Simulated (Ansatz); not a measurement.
# Li on Ag(111): change of the work function, part 3 of 3

Aim: the work function of Ag(111) at several coverages of Li (fcc site), and the dipole that each adsorbate carries.

Ansatz 0.2.0; plane-wave DFT, PBE, Ansatz PAW.

So far, work function, upper face (eV): step 2 (the clean slab) 4.47; step 3 (17 atoms, coverage 0.25 ML, cell 2x2) 2.22.

**4. The covered slab, k-mesh 12×12×1, coverage 1 ML**

System of this step: Li/Ag(111). The cell holds 5 atoms: 4 Ag and 1 Li. Cell: a = 2.892 Å, b = 2.892 Å, c = 27.424 Å, α = 90.0°, β = 90.0°, γ = 60.0°. Vacuum lies along c.

Another coverage, to see how the dipoles act on each other as their distance changes.

input.yaml reads:

```yaml
crystal:
  lattice:
    - [2.8920667351, 0.0, 0.0]
    - [1.4460333675, 2.504603262, 0.0]
    - [0.0, 0.0, 27.423710037]
  atoms:
    - { symbol: Ag, position: [0.0, 0.0, 0.3281831666] }
    - { symbol: Ag, position: [0.3333333333, 0.3333333333, 0.4142897728] }
    - { symbol: Ag, position: [0.6666666667, 0.6666666667, 0.5013925181] }
    - { symbol: Ag, position: [0.0, 0.0, 0.5893163705] }
    - { symbol: Li, position: [0.3333333333, 0.3333333333, 0.6718168334] }
kpoints:
  mp_grid: { grid: [12, 12, 1] }
hamiltonian:
  xc: pbe
scf:
  occupations: { method: fermi_dirac, width: 0.1 }
  convergence: { dr2_threshold: 1.0e-08 }
efield:
  axis: 3
  dipole_correction: true
  ramp_position: 0.97
  ramp_width: 0.06
relax:
  f_tol: 0.02
  max_steps: 60
  constraints: [{ sites: [0, 1] }]
output:
  write_potential: true
  write_density: true
  volumetric_format: npy
```

Launch:

```bash
$ ansatz run input.yaml --threads 4 --pin off --max-ram 6144MiB --backend cpu --events-out ev --progress --plain --runs-dir out
```

Numbers of over 12 decimals in the logs are rounded to 6 here.

The program printed:

```text
[...]
Crystal: 5 atoms, lattice volume = 198.643 Å³
Basis set: ecut = 420 eV, 3871 PW (Γ), exchange–correlation on 40×40×384 points (8 copies of the dense FFT grid, shifted against one another)
Bands: 48, of which v1, the nominal top of the filled ones, is band 40 counted from 1 (39 counted from 0)
Symmetry: 6 space group operations
[...]
k-points: 19 of 144 (time reversal used)
[...]
SCF iter   1: F=—  HF=-30566.433657 eV  |F-HF|=—  |Δ(HF+E_count)|=         —  Δρ=1.44e-3  dr2=2.06e-1  ethr=1.77e-3  p=0.038 e·Å  D=3.49e-2 V/Å  ΔV_dip=-0.96 eV  dr2_dipole=1.14e-1  V_vac-E_F(+/−)=3.47/4.43 eV  ⟨swp⟩=8.6  Hψ=3918  notcnv=0  defer=14
[...]
SCF iter   9: F=-30566.432917 eV  HF=-30566.432917 eV  |F-HF|=2.54e-9  |Δ(HF+E_count)|=   3.97e-9  Δρ=1.78e-6  dr2=8.95e-9  ethr=1.27e-11  p=0.031 e·Å  D=2.84e-2 V/Å  ΔV_dip=-0.78 eV  dr2_dipole=1.84e-10  V_vac-E_F(+/−)=3.68/4.46 eV  ⟨swp⟩=7.7  Hψ=6291  notcnv=0
SCF 1 converged in 9 iterations: F = -30566.432917 eV  dr2 = 8.95e-9
[...]
relax step   1: F+E_penalty+E_count = -30566.43291733 eV  Δ(F+E_penalty+E_count) = +0.000e0 eV  max|allowed force component| = 2.525e-1 eV/Å  Δτ_max = 0.0000 Å  (9 SCF iters, accepted)
[...]
SCF iter  10: F=-30566.446011 eV  HF=-30566.446011 eV  |F-HF|=2.28e-9  |Δ(HF+E_count)|=   4.28e-9  Δρ=1.05e-6  dr2=2.43e-9  ethr=1.27e-11  p=0.037 e·Å  D=3.38e-2 V/Å  ΔV_dip=-0.93 eV  dr2_dipole=2.61e-13  V_vac-E_F(+/−)=3.54/4.47 eV  ⟨swp⟩=8.5  Hψ=5364  notcnv=0
SCF 2 converged in 10 iterations: F = -30566.446011 eV  dr2 = 2.43e-9
relax step   2: F+E_penalty+E_count = -30566.44601090 eV  Δ(F+E_penalty+E_count) = -1.309e-2 eV  max|allowed force component| = 1.352e-1 eV/Å  Δτ_max = 0.1214 Å  (10 SCF iters, accepted)
SCF iter   1: F=—  HF=-30566.449444 eV  |F-HF|=—  |Δ(HF+E_count)|=         —  Δρ=9.10e-4  dr2=5.06e-3  ethr=6.50e-5  p=0.037 e·Å  D=3.38e-2 V/Å  ΔV_dip=-0.93 eV  dr2_dipole=9.37e-4  V_vac-E_F(+/−)=3.53/4.46 eV  ⟨swp⟩=3.2  Hψ=1969  notcnv=0  defer=32
[...]
SCF iter   9: F=-30566.448947 eV  HF=-30566.448947 eV  |F-HF|=2.33e-10  |Δ(HF+E_count)|=   4.35e-9  Δρ=7.13e-7  dr2=1.99e-9  ethr=1.27e-11  p=0.036 e·Å  D=3.24e-2 V/Å  ΔV_dip=-0.89 eV  dr2_dipole=2.13e-10  V_vac-E_F(+/−)=3.58/4.47 eV  ⟨swp⟩=8.5  Hψ=5379  notcnv=0
SCF 3 converged in 9 iterations: F = -30566.448947 eV  dr2 = 1.99e-9
relax step   3: F+E_penalty+E_count = -30566.44894745 eV  Δ(F+E_penalty+E_count) = -2.937e-3 eV  max|allowed force component| = 6.005e-3 eV/Å  Δτ_max = 0.0370 Å  (9 SCF iters, accepted)
[...]
SCF converged after 9 iterations
Free energy (F): -30566.448947 eV
[...]
Internal energy: -30566.382552 eV  (E = F + TS)
E sigma→0 (E₀):  -30566.415750 eV
Entropy (-TS):   -0.066395 eV (-13.279 meV/atom)
Fermi energy:    3.867527 eV
Dipole field:    D = 0.032446 V/Å  (p = 0.035619 e·Å, saw-weighted, corrected)
Work function:   Φ+ = 3.5757 eV   Φ− = 4.4655 eV
[...]
--- Forces (eV/Å), atoms counted from 1 ---
  atom   1  Ag    -0.00000000     0.00000000    -0.14814963
  atom   2  Ag     0.00000000    -0.00000000     0.14507191
  atom   3  Ag     0.00000000    -0.00000000    -0.00320970
  atom   4  Ag     0.00000000    -0.00000000     0.00028185
  atom   5  Li     0.00000000     0.00000000     0.00600518
  max |Σ_I F_I| component: 3.95e-7 eV/Å
--- Band table (eV; the first three rows and the last of 19) ---
  k-point 0: bands = [... 36 lower, 0.5138, 0.5138, 0.8143, 0.8143, 1.6353, 3.2219, 3.9645, 7.0559, ... 4 higher]
  k-point 1: bands = [... 36 lower, 0.4006, 0.5157, 0.7910, 0.8198, 2.0119, 3.4339, 4.3235, 7.2116, ... 4 higher]
  k-point 2: bands = [... 36 lower, 0.3362, 0.5136, 0.8324, 1.2139, 2.6809, 3.9835, 5.2420, 7.6740, ... 4 higher]
  k-point 18: bands = [... 36 lower, 0.7773, 6.1767, 6.4352, 7.3086, 7.3273, 7.5343, 8.0773, 8.6762, ... 4 higher]
--- Relaxed structure (3 steps of the walk, 3 accepted, 0 SCFs on fresh bases) ---
  F+E_penalty+E_count = -30566.44894745 eV   max|allowed force component| = 6.005e-3 eV/Å
  atoms:
[...]
- { symbol: Ag, position: [0.333333, 0.333333, 0.414290] }
    - { symbol: Ag, position: [0.666667, 0.666667, 0.501768] }
[...]
- { symbol: Li, position: [0.333333, 0.333333, 0.667746] }
```

Wall time 10 s (4 threads of Arm Neoverse V2, shared host); peak memory 0.55 GiB.

The steps of the relaxation:

| step | energy less that of the first step (eV) | largest force component (eV/Å) |
| --- | --- | --- |
| 1 | 0.0000 | 0.2525 |
| 2 | -0.0131 | 0.1352 |
| 3 | -0.0160 | 0.0060 |

Forces are held to the 6 operations that the run works with; a distortion that breaks them can't arise in this run.

The atoms that moved most (Å):

| atom | dx | dy | dz | length |
| --- | --- | --- | --- | --- |
| Li5 | 0.000 | 0.000 | -0.112 | 0.112 |
| Ag4 | 0.000 | 0.000 | 0.032 | 0.032 |
| Ag3 | 0.000 | 0.000 | 0.010 | 0.010 |

Final coordinates:

```
Ag Li
1.0
     2.89207    0.00000    0.00000
     1.44603    2.50460    0.00000
     0.00000    0.00000   27.42371
Ag Li
4 1
Direct
  0.00000 0.00000 0.32818
  0.33333 0.33333 0.41429
  0.66667 0.66667 0.50177
  0.00000 0.00000 0.59049
  0.33333 0.33333 0.66775
```

Numbers from this step:

```yaml
energy_at_zero_smearing: -30566.4157 eV
work_function_upper_face: 3.576 eV
work_function_lower_face: 4.465 eV
dipole_along_the_normal: 0.03562 e·Å
step_between_the_vacuum_levels: -0.8898 eV
```

Running mean over 2.361 Å of the planar mean; the ramp of the sawtooth is left out. Electron's electrostatic potential energy less the Fermi level against z:

| z (Å) | electron's electrostatic potential energy less the Fermi level (eV) |
| --- | --- |
| 3.5 | 4.47 |
| 4.0 | 4.46 |
| 4.5 | 4.46 |
| 5.0 | 4.46 |
| 5.5 | 4.44 |
| 6.0 | 4.39 |
| 6.5 | 4.21 |
| 7.0 | 3.52 |
| 7.5 | 1.23 |
| 8.0 | -2.20 |
| 8.5 | -4.87 |
| 9.0 | -5.79 |
| 9.5 | -5.95 |
| 10.0 | -5.99 |
| 10.5 | -6.04 |
| 11.0 | -6.06 |
| 11.5 | -6.03 |
| 12.0 | -5.87 |
| 12.5 | -5.74 |
| 13.0 | -5.77 |
| 13.5 | -5.88 |
| 14.0 | -5.86 |
| 14.5 | -5.63 |
| 15.0 | -5.51 |
| 15.5 | -5.68 |
| 16.0 | -5.96 |
| 16.5 | -6.00 |
| 17.0 | -5.43 |
| 17.5 | -4.00 |
| 18.0 | -2.30 |
| 18.5 | -1.62 |
| 19.0 | -1.07 |
| 19.5 | 0.473 |
| 20.0 | 2.13 |
| 20.5 | 2.94 |
| 21.0 | 3.32 |
| 21.5 | 3.47 |
| 22.0 | 3.54 |
| 22.5 | 3.56 |
| 23.0 | 3.57 |
| 23.5 | 3.57 |
| 24.0 | 3.58 |

The relaxation took 3 steps and lowered the energy by 0.016 eV; the largest force on the free atoms ends at 0.0060 eV/Å.

The covered face has 3.58 eV, -0.89 eV against the clean one; the bare back face has moved by +0.02 eV, a measure of how thin the slab is.

**5. Work function against coverage**

This step: plane-wave DFT, PBE, Ansatz PAW; work function against coverage (Ansatz 0.2.0).

The runs are now put side by side.

This step gave:

```yaml
work_function_of_the_clean_face: 4.469 eV
largest_change_of_the_work_function: -2.254 eV
```

The work function of the covered face by coverage:

| coverage (adsorbates/nm²) | work function of the covered face (eV) |
| --- | --- |
| 0.00 | 4.47 |
| 3.45 | 2.22 |
| 13.81 | 3.58 |

The dipole per adsorbate comes from the change of the cell's dipole. Coverage, by row:

| coverage (1/nm²) | coverage (ML) | work function (eV) | change (eV) | dipole per adsorbate, positive end outwards (debye) | mean height of the added atoms over the highest substrate atom (Å) |
| --- | --- | --- | --- | --- | --- |
| 3.451 | 0.25 | 2.215 | -2.254 | 1.691 | 1.894 |
| 13.81 | 1 | 3.576 | -0.8937 | 0.175 | 2.119 |

**6. Outcome**

```
work function of the clean face                        : 4.47 eV
work function at 0.25 ML                               : 2.22 eV
work function at 1 ML                                  : 3.58 eV
dipole per adsorbate at 0.25 ML, positive end outwards : 1.69 D
```

What this shows: Li lowers the work function of Ag(111) at the lowest coverage, by 2.25 eV: the adsorbate layer has its positive end outwards. The slab has 4 layers, at the tabulated experimental lattice constant, one starting site was run, and quantum-size effects of a slab this thin can reach one or two tenths of an eV.

[Logs are printed without paths, hosts, clocks, repeated set-up lines and the standing remarks that a program may print on its own settings, such as how far it seeks lower states.]

[Hosts, paths, dates, database ids (printed as entryN), source tags and the programs' standing remarks are cut or masked in the printed files.]

[Maps of the electrostatic potential energy from Ansatz leave out the sawtooth potential of an applied field or a dipole correction, so their vacuum need not be flat; planar profiles and work functions include it.]
